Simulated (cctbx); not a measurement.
# Reading a Patterson map

Space group P-3m1 (no. 164), a = 6.2210 Å, b = 6.2210 Å, c = 7.9000 Å, α = 90.00°, β = 90.00°, γ = 120.00°, content Tl2 La1 As2 Na1 O8.

Simulated single-crystal data (cctbx): Cu Kα, λ = 1.54184 Å, to d = 0.8 Å, 95 % of the full sphere, strongest reflection 5000 counts, noise from counting, a 1.5 % proportional error and a noise floor of 15 counts (s.d.); no absorption.

Patterson synthesis from sharpened amplitudes, origin scaled to 1000:

```text
Patterson group P -3 m 1
      u       v       w   height  length (A)
  0.000   0.000   0.000   1000.0     0.00
  0.000   0.000   0.500    532.5     3.95
  0.333   0.667   0.206    494.5     3.94
  0.333   0.667   0.587    386.5     4.85
  0.333   0.667   0.074    261.8     3.64
  0.333   0.667   0.718    235.0     4.22
  0.105   0.210   0.031     48.6     1.16
  0.333   0.667   0.343     45.5     4.50
  0.232   0.464   0.158     43.4     2.80
  0.000   0.000   0.257     43.0     2.03
  0.000   0.500   0.000     38.0     3.11
  0.000   0.000   0.148     38.0     1.17
  0.031   0.188   0.050     36.6     1.15
  0.141   0.570   0.629     36.1     4.34
```

Q: Assign the vectors.

A peak at u stands for all pairs with xi − xj = u, with weight Σ ZiZj against Σ Z² = 19182 at the origin. Peak heights follow these weights only roughly, since form factors, motion and series ripples differ, all vectors within 0.55 Å of a peak are counted as merged into it though the farther ones add only part of their weight, and F(000) is left out, which lowers the whole map:

| u | v | w | shortest length (Å) | height | 1000 ΣZiZj/ΣZ² | pairs in the cell |
| --- | --- | --- | --- | --- | --- | --- |
| 0.000 | 0.000 | 0.500 | 3.95 | 532 | 623 | 4 × Tl–As, 2 × La–Na |
| 0.333 | 0.667 | 0.206 | 3.94 | 494 | 519 | 2 × Tl–La, 2 × As–Na |
| 0.333 | 0.667 | 0.587 | 4.85 | 386 | 409 | 1 × Tl–Tl, 1 × As–As, 3 × O–O |
| 0.333 | 0.667 | 0.074 | 3.64 | 262 | 282 | 2 × Tl–As, 1 × O–O |
| 0.333 | 0.667 | 0.718 | 4.22 | 235 | 289 | 2 × La–As, 2 × Tl–Na |
| 0.105 | 0.210 | 0.031 | 1.16 | 49 | 0 | none within 0.55 Å |
| 0.333 | 0.667 | 0.343 | 4.50 | 46 | 68 | 2 × Tl–O |

The table stops at ten peaks or at a height of 45, below which ripples compete. In the model behind the data Tl, the heaviest element, has 1 independent site: (2/3, 1/3, 0.2945), up to an allowed shift of origin; the Tl–Tl vectors are differences of these positions and their symmetry mates. The whole model:

| atom | mult. | x | y | z | Ueq (Å²) |
| --- | --- | --- | --- | --- | --- |
| Tl1 | 2 | 2/3 | 1/3 | 0.2945 | 0.0075 |
| La1 | 1 | 0 | 0 | 1/2 | 0.0071 |
| As1 | 2 | 2/3 | 1/3 | 0.7853 | 0.0110 |
| Na1 | 1 | 0 | 0 | 0 | 0.0144 |
| O1 | 6 | 0.3704 | 0.1852 | 0.6942 | 0.0147 |
| O2 | 2 | 2/3 | 1/3 | 0.0136 | 0.0176 |

The model was made for the exercise: a known structure type with other elements put in, its volume estimated, not relaxed; displacement parameters are assumed.

[Logs are printed without paths, hosts, clocks, repeated set-up lines and the standing remarks that a program may print on its own settings, such as how far it seeks lower states.]
